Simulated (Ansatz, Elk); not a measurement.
## ZnGaGePb2: X-ray structure factors from the self-consistent density

The structure of ZnGaGePb2 used here is made up (a known structure type with other elements) and was relaxed beforehand with r2SCAN. The aim is the Fourier transform of its all-electron density, F(hkl), set beside the sum over free spherical atoms that refinements use.

Program: Elk 11.2.3 (patched build). Level of theory: DFT, PBE, all-electron APW+lo, Dirac cores, scalar-relativistic bands, static density, no spin. Results are calculated unless marked as measured.

The structure was built from a prototype and need not be the compound's stable phase.

## 1. Starting point

The structure is tetragonal, space group I4mm (No. 107). The conventional cell has a = 5.070 Å, b = 5.070 Å, c = 10.499 Å, α = 90.00°, β = 90.00°, γ = 90.00°. Pb has 2 Ga at 2.89 Å and 2 Ge at 2.91 Å nearest. Ge has 1 Ga at 2.43 Å and 4 Pb at 2.91 Å nearest. Nearest to Ga lie 1 Ge at 2.43 Å and 4 Pb at 2.89 Å. Nearest to Zn lie 4 Pb at 3.54 Å. Farther neighbours are not listed.

## 2. Ground state and structure factors

An all-electron density is needed, since X-rays see the cores too. Task 0 finds the density and task 195 Fourier-transforms it; tshift is off so that phases refer to the origin typed.

Input file elk.in:

```
tasks
  0
  195

xctype
  20

spinpol
  .false.

rgkmax
  7.0

gmaxvr
  14.0

lmaxo
  7

lmaxapw
  8

swidth
  0.002

tshift
  .false.

hmaxvr
  5.5

maxscl
  120

epspot
  1e-06

sppath
  './'

avec
  -4.78999357651 4.78999357651 9.92034901709
  4.78999357651 -4.78999357651 9.92034901709
  4.78999357651 4.78999357651 -9.92034901709

atoms
  4
  'Pb.in'
  2
  0.8507213031 0.3507213031 0.5000000000   0.000000 0.000000 0.000000
  0.3507213031 0.8507213031 0.5000000000   0.000000 0.000000 0.000000
  'Ge.in'
  1
  -0.0129154361 -0.0129154361 -0.0000000000   0.000000 0.000000 0.000000
  'Ga.in'
  1
  0.2181740013 0.2181740013 0.0000000000   0.000000 0.000000 0.000000
  'Zn.in'
  1
  0.6148988286 0.6148988286 -0.0000000000   0.000000 0.000000 0.000000

ngridk
  6 6 6
```

Started as:

```
OMP_NUM_THREADS=4 elk
```

Numbers of over 12 decimals in the logs are rounded to 6 here.

The program printed:

```text
┌─────────────────────────┐
│ Elk code version 11.2.3 │
└─────────────────────────┘

All units are atomic (Hartree, Bohr, etc.)

┌─────────────────────────────────────────────────┐
│ Ground-state run starting from atomic densities │
└─────────────────────────────────────────────────┘

Lattice vectors :
  -4.789993577       4.789993577       9.920349017
   4.789993577      -4.789993577       9.920349017
   4.789993577       4.789993577      -9.920349017

Reciprocal lattice vectors :
  0.6053715121E-17  0.6558657341      0.3166816660
  0.6558657341      0.6053715121E-17  0.3166816660
  0.6558657341      0.6558657341      0.4717334661E-17

Unit cell volume      :    910.4514777
Brillouin zone volume :   0.2724474830

Muffin-tin inner radius fraction :   0.1000000000E-01

Nuclei treated as point charges

Species : 1 (Pb)
 parameters loaded from : Pb.in
 name : lead
 nuclear charge    :   -82.00000000
 electronic charge :    82.00000000
 atomic mass :    377702.4943
 muffin-tin radius :    2.800000000
 number of radial points in muffin-tin :   1393
 inner part over the whole radius :   0.9993555083E-02
 number on inner part of muffin-tin    :   1001
 approximate nuclear radius :   0.1047603524E-03
 number of mesh points to nuclear radius :    525
 atomic positions (lattice), magnetic fields (Cartesian) :
  1 :   0.85072130  0.35072130  0.50000000    0.00000000  0.00000000  0.00000000
  2 :   0.35072130  0.85072130  0.50000000    0.00000000  0.00000000  0.00000000

Species : 2 (Ge)
 parameters loaded from : Ge.in
 name : germanium
 nuclear charge    :   -32.00000000
 electronic charge :    32.00000000
 atomic mass :    132414.6196
 muffin-tin radius :    2.267487873
 number of radial points in muffin-tin :    993
 inner part over the whole radius :   0.9915166000E-02
 number on inner part of muffin-tin    :    701
 approximate nuclear radius :   0.7637961215E-04
 number of mesh points to nuclear radius :    341
 atomic positions (lattice), magnetic fields (Cartesian) :
  1 :   0.98708456  0.98708456  0.00000000    0.00000000  0.00000000  0.00000000

Species : 3 (Ga)
 parameters loaded from : Ga.in
 name : gallium
 nuclear charge    :   -31.00000000
 electronic charge :    31.00000000
 atomic mass :    127097.2539
 muffin-tin radius :    2.267487873
 number of radial points in muffin-tin :    993
 inner part over the whole radius :   0.9961611396E-02
 number on inner part of muffin-tin    :    701
 approximate nuclear radius :   0.7562051033E-04
 number of mesh points to nuclear radius :    340
 atomic positions (lattice), magnetic fields (Cartesian) :
  1 :   0.21817400  0.21817400  0.00000000    0.00000000  0.00000000  0.00000000

Species : 4 (Zn)
 parameters loaded from : Zn.in
 name : zinc
 nuclear charge    :   -30.00000000
 electronic charge :    30.00000000
 atomic mass :    119233.3130
 muffin-tin radius :    2.400000000
 number of radial points in muffin-tin :    993
 inner part over the whole radius :   0.9843840322E-02
 number on inner part of muffin-tin    :    701
 approximate nuclear radius :   0.7484757725E-04
 number of mesh points to nuclear radius :    337
 atomic positions (lattice), magnetic fields (Cartesian) :
  1 :   0.61489883  0.61489883  0.00000000    0.00000000  0.00000000  0.00000000

Total number of atoms per unit cell :    5
Total muffin-tin volume :    339.4787575
 ratio of muffin-tin to unit cell volume :   0.3728685886

Spin treatment :
 spin-unpolarised

Number of Bravais lattice symmetries :   16
Number of crystal symmetries         :    8
Crystal has no inversion symmetry
Complex Hermitian eigensolver will be used

k-point grid :      6     6     6
k-point offset :    0.000000000       0.000000000       0.000000000
k-point set is reduced with full crystal symmetry group
Total number of k-points :       48

Muffin-tin radius times maximum |G+k| :    7.000000000
 using average radius
Maximum |G+k| for APW functions       :    2.792187293
Maximum (1/2)|G+k|²                   :    3.898154940
[...]
at k-point 38

Charges :
 core                        :    184.0000000
 valence                     :    73.00000000
 interstitial                :    8.117900218
 muffin-tins (core leakage)
  species : 1 (Pb)
   atom 1                    :    80.32844388     (  0.1242319116E-02)
[...]
species : 2 (Ge)
[...]
species : 3 (Ga)
[...]
species : 4 (Zn)
[...]
total in muffin-tins        :    248.8820998
 total calculated charge     :    256.9951380
 total charge                :    257.0000000
 error                       :   0.4861994849E-02

RMS change in Kohn-Sham potential (target) :   0.1575821918     (  0.1000000000E-05)
Absolute change in total energy (target)   :   0.4561181754     (  0.1000000000E-03)

[... loops 3 to 15 left out ...]

┌──────────────────┐
│ Loop number : 16 │
└──────────────────┘

Energies :
 Fermi                       :     0.171354
 sum of occupied eigenvalues :     -29253.775284443
 electron kinetic            :      54695.613527184
 core electron kinetic       :      53931.002824945
 Coulomb                     :     -101384.44445613
 Coulomb potential           :     -82632.317656472
 nuclear-nuclear             :     -3639.1169462865
 electron-nuclear            :     -112920.51298541
 Hartree                     :      15175.185475570
 Madelung                    :     -60068.285627890
 xc potential                :     -1317.0711551544
 exchange                    :     -993.13174639119
 correlation                 :     -14.599306565998
 electron entropic           :    -0.70272146871862E-03
 total energy                :     -47696.562684621

Density of states at Fermi energy :    53.58763570
 (states/Hartree/unit cell)

Estimated indirect band gap :   0.1968047428E-02
 from k-point 46 to k-point 37
Estimated direct band gap   :   0.8337271037E-02
 at k-point 38

Charges :
 core                        :    184.0000000
 valence                     :    73.00000000
 interstitial                :    7.992362598
 muffin-tins (core leakage)
  species : 1 (Pb)
[...]
species : 2 (Ge)
[...]
species : 3 (Ga)
[...]
species : 4 (Zn)
[...]
total in muffin-tins        :    249.0076374
 total calculated charge     :    256.9952320
 total charge                :    257.0000000
 error                       :   0.4768040652E-02

RMS change in Kohn-Sham potential (target) :   0.4479596408E-07 (  0.1000000000E-05)
Absolute change in total energy (target)   :   0.1650484046E-04 (  0.1000000000E-03)

Convergence targets achieved

┌──────────────────┐
│ Loop number : 17 │
└──────────────────┘

Energies :
 Fermi                       :     0.171354
 sum of occupied eigenvalues :     -29253.775274932
 electron kinetic            :      54695.613536291
 core electron kinetic       :      53931.002832100
 Coulomb                     :     -101384.44445601
 Coulomb potential           :     -82632.317656568
 nuclear-nuclear             :     -3639.1169462865
 electron-nuclear            :     -112920.51298462
 Hartree                     :      15175.185474891
 Madelung                    :     -60068.285627727
 xc potential                :     -1317.0711546546
 exchange                    :     -993.13174630599
 correlation                 :     -14.599306568476
 electron entropic           :    -0.70272155115442E-03
 total energy                :     -47696.562675317

Density of states at Fermi energy :    53.58764236
 (states/Hartree/unit cell)

Estimated indirect band gap :   0.1968049670E-02
 from k-point 46 to k-point 37
Estimated direct band gap   :   0.8337274019E-02
 at k-point 38

Charges :
 core                        :    184.0000000
 valence                     :    73.00000000
 interstitial                :    7.992362571
 muffin-tins (core leakage)
  species : 1 (Pb)
[...]
species : 2 (Ge)
   atom 1                    :    30.15315663     (  0.7052394580E-03)
  species : 3 (Ga)
   atom 1                    :    29.36267127     (  0.1496515410E-02)
  species : 4 (Zn)
   atom 1                    :    28.67668695     (  0.7984365338E-04)
 total in muffin-tins        :    249.0076374
 total calculated charge     :    256.9952320
 total charge                :    257.0000000
 error                       :   0.4768040609E-02

┌──────────────────────────────┐
│ Self-consistent loop stopped │
└──────────────────────────────┘

Warning : the lowest level lies among the core levels :   -2.760610767      -2.602352003

Warning : core states of species 1 leak from the muffin-tin :   0.1191851720E-02

Warning : core states of species 2 leak from the muffin-tin :   0.7052394580E-03

Warning : core states of species 3 leak from the muffin-tin :   0.1496515410E-02

Wrote STATE.OUT
```

Run time: 71 s. Hardware: 4 threads of Arm Neoverse V2, shared host; peak memory 0.28 GiB; 3.6 min of CPU time.

SFACRHO.OUT:

```text

h k l indices transformed by vhmat matrix:
   1.000000000       0.000000000       0.000000000    
   0.000000000       1.000000000       0.000000000    
   0.000000000       0.000000000       1.000000000    

      h      k      l  multipl.   |H|            Re(F)            Im(F)           |F|

      0      0      0      1   0.0000000       257.00000     -0.66074704E-16   257.00000    
     -1     -1      1      1  0.63336333      -40.488719       114.35617       121.31229    
      1      1     -1      1  0.63336333      -40.488719      -114.35617       121.31229    
      0      1     -1      4  0.72831802       14.162026       7.2680957       15.918172    
      0     -1      1      4  0.72831802       14.162026      -7.2680957       15.918172    
      0      0      1      4  0.92753422      -67.138423      0.54552381E-13   67.138423    
      1      1     -2      4   1.1231513       48.918428       168.32573       175.28994    
     -1     -1      2      4   1.1231513       48.918428      -168.32573       175.28994    
      1      2     -1      4   1.1544459       25.349356      -48.632693       54.842763    
     -1     -2      2      4   1.1544459       25.349356       48.632693       54.842763    
     -2     -2      2      1   1.2667267      -96.763518      -60.341039       114.03604    
      2      2     -2      1   1.2667267      -96.763518       60.341039       114.03604    
      1     -1     -1      4   1.3117315       214.21900      0.21577119E-13   214.21900    
      0     -2      0      4   1.4566360      -35.582404       100.84469       106.93811    
      0      2     -2      4   1.4566360      -35.582404      -100.84469       106.93811    
     -1      0     -1      8   1.5003622       11.818847      -6.1051015       13.302534    
      2     -1     -1      8   1.5003622       11.818847       6.1051015       13.302534    
     -3     -1      2      4   1.5700051       126.26451       95.131849       158.09110
```

Elk indexes on the primitive cell of elk.in and gives |H| = 4π sin θ/λ in inverse bohr. Below, one row stands for each form hkl of the conventional cell (m members, Friedel mates merged), F is for one primitive cell and the density is static (no thermal factor). Free-atom factors are Waasmaier and Kirfel's, and R is Σm||F|−|F'||/Σm|F|.

```csv
hkl,m,sin θ/λ (Å⁻¹),"abs F, DFT",neutral atoms,diff.,abs of complex diff.
002,2,0.095,121.312,121.372,-0.060,0.061
101,8,0.110,15.918,15.702,+0.216,0.216
110,4,0.140,67.138,67.407,-0.268,0.268
112,8,0.169,175.290,175.507,-0.217,0.228
103,8,0.174,54.843,54.856,-0.014,0.057
004,2,0.191,114.036,114.185,-0.149,0.157
200,4,0.197,214.219,214.580,-0.361,0.361
202,8,0.219,106.938,106.986,-0.047,0.078
211,16,0.226,13.302,13.296,+0.006,0.020
114,8,0.236,158.091,158.346,-0.255,0.256
105,8,0.258,61.566,62.145,-0.579,0.579
213,16,0.263,47.649,48.088,-0.439,0.442
204,8,0.274,103.829,103.674,+0.155,0.166
220,4,0.279,192.618,193.077,-0.459,0.459
```

## 3. What came out

| Item | Value |
| --- | --- |
| R against neutral atoms, sin θ/λ < 0.3 Å⁻¹ | 0.25 % |
| R against neutral atoms, 0.3 to 0.71 Å⁻¹ | 0.07 % |

Independent neutral atoms miss the calculated amplitudes by R = 0.25 % below 0.3 Å⁻¹ and 0.07 % from there to 0.71 Å⁻¹; by shells, 0.46 % below 0.15 Å⁻¹ (3 forms), 0.24 % 0.15 to 0.3 (14 forms), 0.12 % 0.3 to 0.45 (29 forms), 0.06 % above 0.45 (103 forms). Bonding, aspherical density and the tables' own atoms all enter these figures, and the runs don't part them. The largest change of an amplitude is -0.58 electrons, at 105. R counts amplitudes alone; phases shift too. The basis has no finished test. The k-mesh has no finished test. Spin-orbit coupling is left out, which can matter for elements this heavy. Part of the difference isn't bonding: the tables are fits to free atoms and ions calculated by other methods than this functional. Thermal motion, anomalous dispersion and extinction are left out.

[Logs are printed without paths, hosts, clocks, repeated set-up lines and the standing remarks that a program may print on its own settings, such as how far it seeks lower states.]

[Hosts, paths, dates, database ids (printed as entryN), source tags and the programs' standing remarks are cut or masked in the printed files.]
